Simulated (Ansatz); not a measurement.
# Cl-SiC-Cl chair bilayer (AA) in a perpendicular field, part 3 of 4

What dipole does a perpendicular field induce in the Cl-SiC-Cl chair bilayer (AA), and does the gap follow? A positive field points along +c.

Ansatz 0.2.0; plane-wave DFT, PBE-D3(BJ), Ansatz PAW.

So far, gap on the k-mesh (eV): step 2 (relaxation) 2.03; step 3 (atoms held, field 0, start network) 2.03; step 4 (single point, field 0.1 V/Å) 1.86; step 5 (single point, field -0.1 V/Å) 2.14.

## 7. Single point, field -0.2 V/Å

File input.yaml:

```yaml
crystal:
  lattice:
    - [3.2481354519, 0.0, 0.0]
    - [-1.624067726, 2.8129678163, 0.0]
    - [0.0, 0.0, 29.8396603225]
  atoms:
    - { symbol: Cl, position: [0.6666666667, 0.3333333333, 0.3016120124] }
    - { symbol: C, position: [0.6666666667, 0.3333333333, 0.3629649193] }
    - { symbol: Si, position: [0.3333333333, 0.6666666667, 0.3813156509] }
    - { symbol: Cl, position: [0.3333333333, 0.6666666667, 0.4497083923] }
    - { symbol: Cl, position: [0.6666666667, 0.3333333333, 0.550304303] }
    - { symbol: C, position: [0.6666666667, 0.3333333333, 0.6116553423] }
    - { symbol: Si, position: [0.3333333333, 0.6666666667, 0.6299959318] }
    - { symbol: Cl, position: [0.3333333333, 0.6666666667, 0.6983879876] }
kpoints:
  mp_grid: { grid: [18, 18, 1] }
  band_path:
    path: [[0, 0, 0], [0.5, 0, 0], [0.33333333, 0.33333333, 0], [0, 0, 0]]
    npoints: 16
hamiltonian:
  xc: pbe
  dispersion: d3bj
scf:
  occupations: { method: fermi_dirac, width: 0.05 }
  convergence: { dr2_threshold: 1.0e-10 }
efield:
  axis: 3
  dipole_correction: true
  ramp_position: 0.9571
  ramp_width: 0.0858
  amplitude: -0.2
output:
  write_potential: true
  write_density: true
  volumetric_format: npy
```

On the command line:

```bash
ansatz run input.yaml --threads 2 --pin off --max-ram 3072MiB --backend cpu --events-out ev --progress --plain --runs-dir out
```

Numbers of over 12 decimals in the logs are rounded to 6 here.

The program printed:

```text
[...]
Crystal: 8 atoms, lattice volume = 272.642 Å³
Basis set: ecut = 420 eV, 5439 PW (Γ)
Bands: 30, of which v1, the nominal top of the filled ones, is band 22 counted from 1 (21 counted from 0)
Symmetry: 6 space group operations
[...]
k-points: 37 of 324 (time reversal used)
[...]
k-point 0: bands = [... 18 lower, -0.0556, -0.0556, 0.1393, 0.1393, 2.1768, 2.4448, 3.1279, 3.5032, ... 4 higher]
  k-point 1: bands = [... 18 lower, -0.2017, -0.0848, -0.0077, 0.1102, 2.2794, 2.5763, 3.2708, 3.6001, ... 4 higher]
  k-point 2: bands = [... 18 lower, -0.5898, -0.3975, -0.1664, 0.0289, 2.4879, 2.8216, 3.6033, 3.8660, ... 4 higher]
  k-point 36: bands = [... 18 lower, -2.6978, -2.5936, -2.4006, -2.3515, 3.7897, 4.2075, 4.8706, 5.1778, ... 4 higher]
[key lines of the parts left out:]
SCF converged after 14 iterations
Free energy (F): -6095.269120 eV
Fermi energy:    1.186769 eV
Dipole field:    D = -0.087470 V/Å  (p = -0.131792 e·Å, saw-weighted, corrected)
```

The job ended after 21 s (2 threads of Intel Xeon Platinum 8375C at 2.90GHz (Ice Lake), shared host; peak memory 0.71 GiB; 41 s of CPU time).

The dipole is -0.132 e·Å, -0.113 e·Å from its value without field, and the gap 2.037 eV.

## 8. Single point, field 0.35 V/Å

input.yaml, as its differences from that of step 7:

```diff
@@ -28,6 +28,8 @@
   dipole_correction: true
-  ramp_position: 0.9571
-  ramp_width: 0.0858
-  amplitude: -0.2
+  ramp_position: 0.9375
+  ramp_width: 0.1251
+  amplitude: 0.35
 output:
+  dos: { projected: true, e_range: [-6, 5] }
+  bader: true
   write_potential: true
@@ -35 +37,2 @@
   volumetric_format: npy
+  elf: true
```

The program printed:

```text
[...]
Crystal: 8 atoms, lattice volume = 272.642 Å³
Basis set: ecut = 420 eV, 5439 PW (Γ)
Bands: 30, of which v1, the nominal top of the filled ones, is band 22 counted from 1 (21 counted from 0)
Symmetry: 6 space group operations
[...]
k-points: 37 of 324 (time reversal used)
[...]
--- Bader charges: 8 sites ---
  site symbol  charge [e]  shift [e]
     0     Cl     -0.2241     0.0010
     1      C     -1.7655     0.0117
     2     Si      2.7120     0.0160
     3     Cl     -0.7242     0.0033
     4     Cl     -0.2202     0.0010
     5      C     -1.7676     0.0117
     6     Si      2.7129     0.0160
     7     Cl     -0.7234     0.0033
  estimated error of the sums over rays = 5.0e-4 e
[key lines of the parts left out:]
SCF converged after 13 iterations
Free energy (F): -6095.282211 eV
Fermi energy:    1.085056 eV
Dipole field:    D = 0.119088 V/Å  (p = 0.179432 e·Å, saw-weighted, corrected)
```

It took 55 s on 2 threads; peak memory 0.71 GiB.

The dipole is 0.179 e·Å, 0.198 e·Å from its value without field, and the gap 1.418 eV.

## 9. Response, atoms held

This step: plane-wave DFT, PBE-D3(BJ), Ansatz PAW; response to a field along the normal, atoms held (Ansatz 0.2.0).

The dipoles give the slope, and the difference of two potentials shows where the field is screened.

Numbers from this step:

| Item | Value |
| --- | --- |
| equivalent conductor thickness p/(ε₀AE) | 11.20 Å |
| distance between the outer atoms | 11.84 Å |

Dipole of the cell against applied field:

```
applied field (V/Å)  dipole of the cell (e·Å)
             -0.200                    -0.132
             -0.100                   -0.0752
              0.000                   -0.0186
              0.100                    0.0379
              0.200                    0.0945
              0.350                     0.179
```

Local field over the applied field, running mean. From the potentials at -0.1 and 0.1 V/Å; running mean over 2.5 Å. Local field over applied field against z:

```
z (Å)  local field over applied field
    5                           0.999
    6                           0.989
    7                           0.887
    8                           0.552
    9                           0.244
   10                           0.110
   11                           0.152
   12                           0.135
   13                           0.184
   14                           0.362
   15                           0.469
   16                           0.327
   17                           0.142
   18                           0.127
   19                           0.151
   20                           0.157
   21                           0.284
   22                           0.615
   23                           0.916
   24                           0.992
   25                           0.999
```

The induced electron density oscillates, so the rows of the table below give means over windows of 1 Å about each position, cut where the curve ends. Its maxima inside the range that stand out by 2 % of the span (Å: e/Å³ per V/Å): 8.2: 0.00476, 9.5: -3.1e-5, 10.7: 0.00281, 12.4: 0.00194, 15.7: 0.00445, 17.0: -6.3e-5, 18.2: 0.00291, 19.8: 0.00197. Its minima: 9.1: -0.00115, 10.0: -7.3e-4, 11.5: -0.00325, 14.2: -0.00406, 16.6: -0.00124, 17.5: -7.0e-4, 18.9: -0.00325, 21.6: -0.00437.

Electrons, planar mean, per unit field. Table of induced electron density by z; means over each step:

z (Å), induced electron density (e/Å³ per V/Å) and a bar from the least value:
```
        5    0.00000 ##############
        6    0.00005 ##############
        7    0.00064 #################
        8    0.00361 ##############################
        9    0.00052 ################
       10   -0.00031 ############
       11    0.00026 ###############
       12   -0.00014 #############
       13    0.00043 ################
       14   -0.00301 
       15    0.00049 ################
       16    0.00256 #########################
       17   -0.00052 ###########
       18    0.00102 ##################
       19   -0.00168 ######
       20    0.00116 ###################
       21   -0.00160 ######
       22   -0.00301 
       23   -0.00046 ############
       24   -0.00004 #############
       25    0.00000 ##############
```

The smaller of the gaps on the path and on the k-mesh, counted as 0 under 0.03 eV. Table of gap by applied field:

```
applied field (V/Å)  gap (eV)
             -0.200      2.04
             -0.100      2.14
              0.000      2.03
              0.100      1.86
              0.200      1.69
              0.350      1.42
```

By hand: between -0.1 and 0.1 V/Å the dipole changes by 0.1132 e·Å, a slope of 0.5658 e·Å²/V. A perfect conductor of thickness t has p = ε₀AEt, so t = 180.95 × 0.5658 / 9.137 = 11.20 Å (e/ε₀ = 180.95 V·Å, A in Å²).

The induced dipole is that of a conductor 11.20 Å thick.

## 10. Relaxing in the field, field 0.1 V/Å

This step: plane-wave DFT, PBE-D3(BJ), Ansatz PAW (Ansatz 0.2.0).

Now the atoms may follow the field. A weak field makes forces of meV/Å to tens of meV/Å, so the force tolerance is set well below the usual one.

input.yaml, the sections that differ from step 8:

```yaml
kpoints:
  mp_grid: { grid: [12, 12, 1] }
efield:
  axis: 3
  dipole_correction: true
  ramp_position: 0.9571
  ramp_width: 0.0858
  amplitude: 0.1
relax:
  f_tol: 0.001
  max_steps: 60
output:
  write_potential: true
  write_density: true
  volumetric_format: npy
# crystal, hamiltonian, scf: as in step 8
```

The program printed:

```text
[...]
Crystal: 8 atoms, lattice volume = 272.642 Å³
Basis set: ecut = 420 eV, 5439 PW (Γ), exchange–correlation on 48×48×400 points (8 copies of the dense FFT grid, shifted against one another)
Bands: 30, of which v1, the nominal top of the filled ones, is band 22 counted from 1 (21 counted from 0)
Symmetry: 6 space group operations
[...]
k-points: 19 of 144 (time reversal used)
[...]
SCF iter   1: F=—  HF=-6097.608109 eV  |F-HF|=—  |Δ(HF+E_count)|=         —  Δρ=5.46e-2  dr2=8.86e0  ethr=3.10e-3  p=0.069 e·Å  D=4.60e-2 V/Å  ΔV_dip=-1.37 eV  dr2_dipole=3.56e-2  V_vac-E_F(+/−)=6.50/5.21 eV  ⟨swp⟩=10.3  Hψ=3811  notcnv=0
[...]
SCF iter  13: F=-6095.254991 eV  HF=-6095.254991 eV  |F-HF|=9.09e-12  |Δ(HF+E_count)|=  4.55e-11  Δρ=6.99e-8  dr2=2.94e-11  ethr=1.00e-12  p=0.038 e·Å  D=2.52e-2 V/Å  ΔV_dip=-0.75 eV  dr2_dipole=1.69e-13  V_vac-E_F(+/−)=5.33/3.42 eV  ⟨swp⟩=7.1  Hψ=3069  notcnv=0
SCF 1 converged in 13 iterations: F = -6095.254991 eV  dr2 = 2.94e-11
[...]
relax step   1: F+E_penalty+E_count = -6095.25499110 eV  Δ(F+E_penalty+E_count) = +0.000e0 eV  max|allowed force component| = 5.162e-2 eV/Å  Δτ_max = 0.0000 Å  (13 SCF iters, accepted)
[...]
SCF iter   8: F=-6095.255071 eV  HF=-6095.255071 eV  |F-HF|=4.18e-11  |Δ(HF+E_count)|=  4.73e-11  Δρ=1.01e-7  dr2=5.81e-11  ethr=1.00e-12  p=0.040 e·Å  D=2.64e-2 V/Å  ΔV_dip=-0.79 eV  dr2_dipole=2.26e-13  V_vac-E_F(+/−)=5.30/3.43 eV  ⟨swp⟩=6.5  Hψ=3236  notcnv=0
SCF 2 converged in 8 iterations: F = -6095.255071 eV  dr2 = 5.81e-11
relax step   2: F+E_penalty+E_count = -6095.25507113 eV  Δ(F+E_penalty+E_count) = -8.004e-5 eV  max|allowed force component| = 6.335e-3 eV/Å  Δτ_max = 0.0015 Å  (8 SCF iters, accepted)
SCF iter   1: F=—  HF=-6095.255177 eV  |F-HF|=—  |Δ(HF+E_count)|=         —  Δρ=3.64e-5  dr2=3.06e-6  ethr=3.09e-7  p=0.040 e·Å  D=2.64e-2 V/Å  ΔV_dip=-0.79 eV  dr2_dipole=5.96e-7  V_vac-E_F(+/−)=5.30/3.43 eV  ⟨swp⟩=1.4  Hψ=956  notcnv=0  defer=47
[...]
SCF iter   7: F=-6095.255073 eV  HF=-6095.255073 eV  |F-HF|=1.09e-11  |Δ(HF+E_count)|=  3.37e-11  Δρ=7.23e-8  dr2=1.98e-11  ethr=1.00e-12  p=0.040 e·Å  D=2.63e-2 V/Å  ΔV_dip=-0.78 eV  dr2_dipole=1.01e-13  V_vac-E_F(+/−)=5.31/3.43 eV  ⟨swp⟩=7.0  Hψ=3022  notcnv=0
SCF 3 converged in 7 iterations: F = -6095.255073 eV  dr2 = 1.98e-11
relax step   3: F+E_penalty+E_count = -6095.25507252 eV  Δ(F+E_penalty+E_count) = -1.390e-6 eV  max|allowed force component| = 1.228e-3 eV/Å  Δτ_max = 0.0004 Å  (7 SCF iters, accepted)
SCF iter   1: F=—  HF=-6095.255008 eV  |F-HF|=—  |Δ(HF+E_count)|=         —  Δρ=9.83e-6  dr2=1.75e-7  ethr=3.68e-9  p=0.040 e·Å  D=2.63e-2 V/Å  ΔV_dip=-0.78 eV  dr2_dipole=3.52e-11  V_vac-E_F(+/−)=5.31/3.43 eV  ⟨swp⟩=3.0  Hψ=1596  notcnv=0  defer=47
[...]
SCF iter   6: F=-6095.255073 eV  HF=-6095.255073 eV  |F-HF|=0.00e0  |Δ(HF+E_count)|=  1.91e-11  Δρ=6.23e-8  dr2=8.26e-12  ethr=1.00e-12  p=0.040 e·Å  D=2.63e-2 V/Å  ΔV_dip=-0.78 eV  dr2_dipole=3.84e-13  V_vac-E_F(+/−)=5.31/3.43 eV  ⟨swp⟩=7.0  Hψ=3029  notcnv=0
SCF 4 converged in 6 iterations: F = -6095.255073 eV  dr2 = 8.26e-12
relax step   4: F+E_penalty+E_count = -6095.25507258 eV  Δ(F+E_penalty+E_count) = -5.673e-8 eV  max|allowed force component| = 6.789e-4 eV/Å  Δτ_max = 0.0001 Å  (6 SCF iters, accepted)
[...]
the band table was solved once a step of the walk had ended and its energy, with any forces and stress, was formed, with the checks that follow a solve (3745 applications of the Hamiltonian). They found nothing against the state; the energy, forces and stress were not computed again (output.eigenvalues in the input reference)
[...]
SCF converged after 6 iterations
Free energy (F): -6095.255073 eV
[...]
Internal energy: -6095.255073 eV  (E = F + TS)
E sigma→0 (E₀):  -6095.255073 eV
Fermi energy:    1.127763 eV
Dipole field:    D = 0.026265 V/Å  (p = 0.039574 e·Å, saw-weighted, corrected)
Work function:   not extracted (applied field tilts the vacuum); planar V_es + V_field profile in the machine report
[...]
--- Forces (eV/Å), atoms counted from 1 ---
  atom   1  Cl    -0.00000000     0.00000000    -0.00058872
  atom   2  C     -0.00000000    -0.00000000     0.00067894
  atom   3  Si     0.00000000     0.00000000    -0.00015646
  atom   4  Cl     0.00000000     0.00000000     0.00012745
  atom   5  Cl    -0.00000000     0.00000000    -0.00027404
  atom   6  C     -0.00000000    -0.00000000     0.00027951
  atom   7  Si     0.00000000     0.00000000    -0.00007787
  atom   8  Cl     0.00000000     0.00000000     0.00001153
  max |Σ_I F_I| component: 3.52e-7 eV/Å
--- Band table (eV; the first three rows and the last of 19) ---
  k-point 0: bands = [... 18 lower, -0.1758, -0.1758, 0.1613, 0.1613, 2.0388, 2.4937, 3.0394, 3.5351, ... 4 higher]
  k-point 1: bands = [... 18 lower, -0.4928, -0.2396, -0.1559, 0.0986, 2.2350, 2.7462, 3.3423, 3.7601, ... 4 higher]
  k-point 2: bands = [... 18 lower, -1.2452, -0.9066, -0.4041, -0.0631, 2.5393, 3.0344, 3.7053, 4.0767, ... 4 higher]
  k-point 18: bands = [... 18 lower, -2.8148, -2.6987, -2.3849, -2.3159, 3.7079, 4.1786, 4.8208, 5.2229, ... 4 higher]
--- Relaxed structure (4 steps of the walk, 4 accepted, 0 SCFs on fresh bases) ---
  F+E_penalty+E_count = -6095.25507258 eV   max|allowed force component| = 6.789e-4 eV/Å
  atoms:
    - { symbol: Cl, position: [0.666667, 0.333333, 0.301579] }
    - { symbol: C, position: [0.666667, 0.333333, 0.362947] }
    - { symbol: Si, position: [0.333333, 0.666667, 0.381342] }
    - { symbol: Cl, position: [0.333333, 0.666667, 0.449685] }
    - { symbol: Cl, position: [0.666667, 0.333333, 0.550297] }
    - { symbol: C, position: [0.666667, 0.333333, 0.611661] }
    - { symbol: Si, position: [0.333333, 0.666667, 0.630047] }
    - { symbol: Cl, position: [0.333333, 0.666667, 0.698387] }
```

It took 18 s on 2 threads; peak memory 0.56 GiB; 35 s of CPU time.

No atom moved by 0.005 Å in the relaxation.

This step gave:

| Property | Result |
| --- | --- |
| gap on the k-mesh | 1.877 eV |
| dipole along the normal | 0.03957 e·Å |

The relaxation took 4 steps and lowered the energy by 8.1e-5 eV; the largest force on the free atoms ends at 6.8e-4 eV/Å.

The dipole is 0.0396 e·Å, 0.0582 e·Å from its value without field, and the gap on the mesh 1.877 eV.

## 11. Relaxing in the field, field -0.1 V/Å

The opposite sign, again from the field-free geometry; the difference of the two cancels what relaxes without a field.

input.yaml, as its differences from that of step 10:

```diff
@@ -27,3 +27,3 @@
   ramp_width: 0.0858
-  amplitude: 0.1
+  amplitude: -0.1
 relax:
```

The program printed:

```text
[...]
Crystal: 8 atoms, lattice volume = 272.642 Å³
Basis set: ecut = 420 eV, 5439 PW (Γ), exchange–correlation on 48×48×400 points (8 copies of the dense FFT grid, shifted against one another)
Bands: 30, of which v1, the nominal top of the filled ones, is band 22 counted from 1 (21 counted from 0)
Symmetry: 6 space group operations
[...]
atoms:
    - { symbol: Cl, position: [0.666667, 0.333333, 0.301640] }
    - { symbol: C, position: [0.666667, 0.333333, 0.362979] }
    - { symbol: Si, position: [0.333333, 0.666667, 0.381286] }
    - { symbol: Cl, position: [0.333333, 0.666667, 0.449731] }
    - { symbol: Cl, position: [0.666667, 0.333333, 0.550313] }
    - { symbol: C, position: [0.666667, 0.333333, 0.611653] }
    - { symbol: Si, position: [0.333333, 0.666667, 0.629948] }
    - { symbol: Cl, position: [0.333333, 0.666667, 0.698394] }
[key lines of the parts left out:]
SCF converged after 6 iterations
Free energy (F): -6095.258799 eV
Fermi energy:    1.138889 eV
Dipole field:    D = -0.051004 V/Å  (p = -0.076848 e·Å, saw-weighted, corrected)
```

It took 15 s on 2 threads; peak memory 0.56 GiB; 29 s of CPU time.

No atom moved by 0.005 Å in the relaxation.

Numbers from this step:

```
gap on the k-mesh       : 2.142 eV
dipole along the normal : -0.07685 e·Å
```

The relaxation took 3 steps and lowered the energy by 8.2e-5 eV; the largest force on the free atoms ends at 9.8e-4 eV/Å.

The dipole is -0.0768 e·Å, -0.0582 e·Å from its value without field, and the gap on the mesh 2.142 eV.

## 12. Response, atoms relaxed

This step: plane-wave DFT, PBE-D3(BJ), Ansatz PAW; response to a field along the normal, atoms relaxed (Ansatz 0.2.0).

The same analysis on the two relaxed runs holds the ionic part too; their mesh is coarser, so small differences from the held value can come from that.

Numbers from this step:

```yaml
equivalent_conductor_thickness_p_eps_0ae: 11.53 Å
```

Table of dipole of the cell by applied field:

```
applied field (V/Å)  dipole of the cell (e·Å)
            -0.1000                   -0.0768
             0.1000                    0.0396
```

Local field over the applied field, running mean. From the potentials at -0.1 and 0.1 V/Å; running mean over 2.5 Å. The local field over applied field by z:

z (Å), local field over applied field and a bar from the least value:
```
      4.5      1.000 ##############################
      5.0      0.999 ##############################
      5.5      0.997 ##############################
      6.0      0.988 ##############################
      6.5      0.956 #############################
      7.0      0.843 #########################
      7.5      0.705 #####################
      8.0      0.590 ##################
      8.5      0.444 ##############
      9.0      0.264 #########
      9.5      0.249 ########
     10.0      0.183 ######
     10.5      0.017 ##
     11.0      0.012 #
     11.5      0.034 ##
     12.0     -0.001 #
     12.5      0.074 ###
     13.0      0.215 #######
     13.5      0.275 #########
     14.0      0.403 #############
     14.5      0.462 ##############
     15.0      0.439 ##############
     15.5      0.420 #############
     16.0      0.357 ###########
     16.5      0.274 #########
     17.0      0.256 ########
     17.5      0.114 ####
     18.0     -0.019 #
     18.5      0.023 ##
     19.0      0.016 ##
     19.5     -0.036 
     20.0      0.089 ####
     20.5      0.257 ########
     21.0      0.320 ##########
     21.5      0.450 ##############
     22.0      0.621 ###################
     22.5      0.787 ########################
     23.0      0.913 ###########################
     23.5      0.973 #############################
     24.0      0.992 ##############################
     24.5      0.998 ##############################
     25.0      0.999 ##############################
     25.5      1.000 ##############################
```

Electrons, planar mean, per unit field. Induced electron density against z:

```
z (Å)  induced electron density (e/Å³ per V/Å)
  4.5                                   5.2e-7
  5.0                                   2.3e-6
  5.5                                   9.3e-6
  6.0                                   3.8e-5
  6.5                                   1.5e-4
  7.0                                   5.8e-4
  7.5                                  0.00214
  8.0                                  0.00695
  8.5                                   0.0103
  9.0                                 -0.00122
  9.5                                 -0.00555
 10.0                                 -0.00311
 10.5                                   6.1e-4
 11.0                                  -4.0e-4
 11.5                                 -0.00419
 12.0                                  0.00141
 12.5                                  0.00602
 13.0                                  0.00380
 13.5                                 -0.00132
 14.0                                 -0.00864
 14.5                                 -0.00448
 15.0                                   3.3e-4
 15.5                                  0.00463
 16.0                                  0.00465
 16.5                                 -0.00144
 17.0                                 -0.00222
 17.5                                 -0.00286
 18.0                                 -0.00235
 18.5                                   1.7e-4
 19.0                                  -8.3e-4
 19.5                                  0.00276
 20.0                                  0.00423
 20.5                                  0.00103
 21.0                                 -0.00169
 21.5                                 -0.00490
 22.0                                 -0.00329
 22.5                                 -0.00122
 23.0                                  -3.7e-4
 23.5                                  -1.0e-4
 24.0                                  -2.6e-5
 24.5                                  -6.5e-6
 25.0                                  -1.6e-6
 25.5                                  -3.8e-7
```

The induced dipole is that of a conductor 11.53 Å thick.

[end of part 3 of 4]

[Logs are printed without paths, hosts, clocks, repeated set-up lines and the standing remarks that a program may print on its own settings, such as how far it seeks lower states.]

[Hosts, paths, dates, database ids (printed as entryN), source tags and the programs' standing remarks are cut or masked in the printed files.]

[Maps of the electrostatic potential energy from Ansatz leave out the sawtooth potential of an applied field or a dipole correction, so their vacuum need not be flat; planar profiles and work functions include it.]
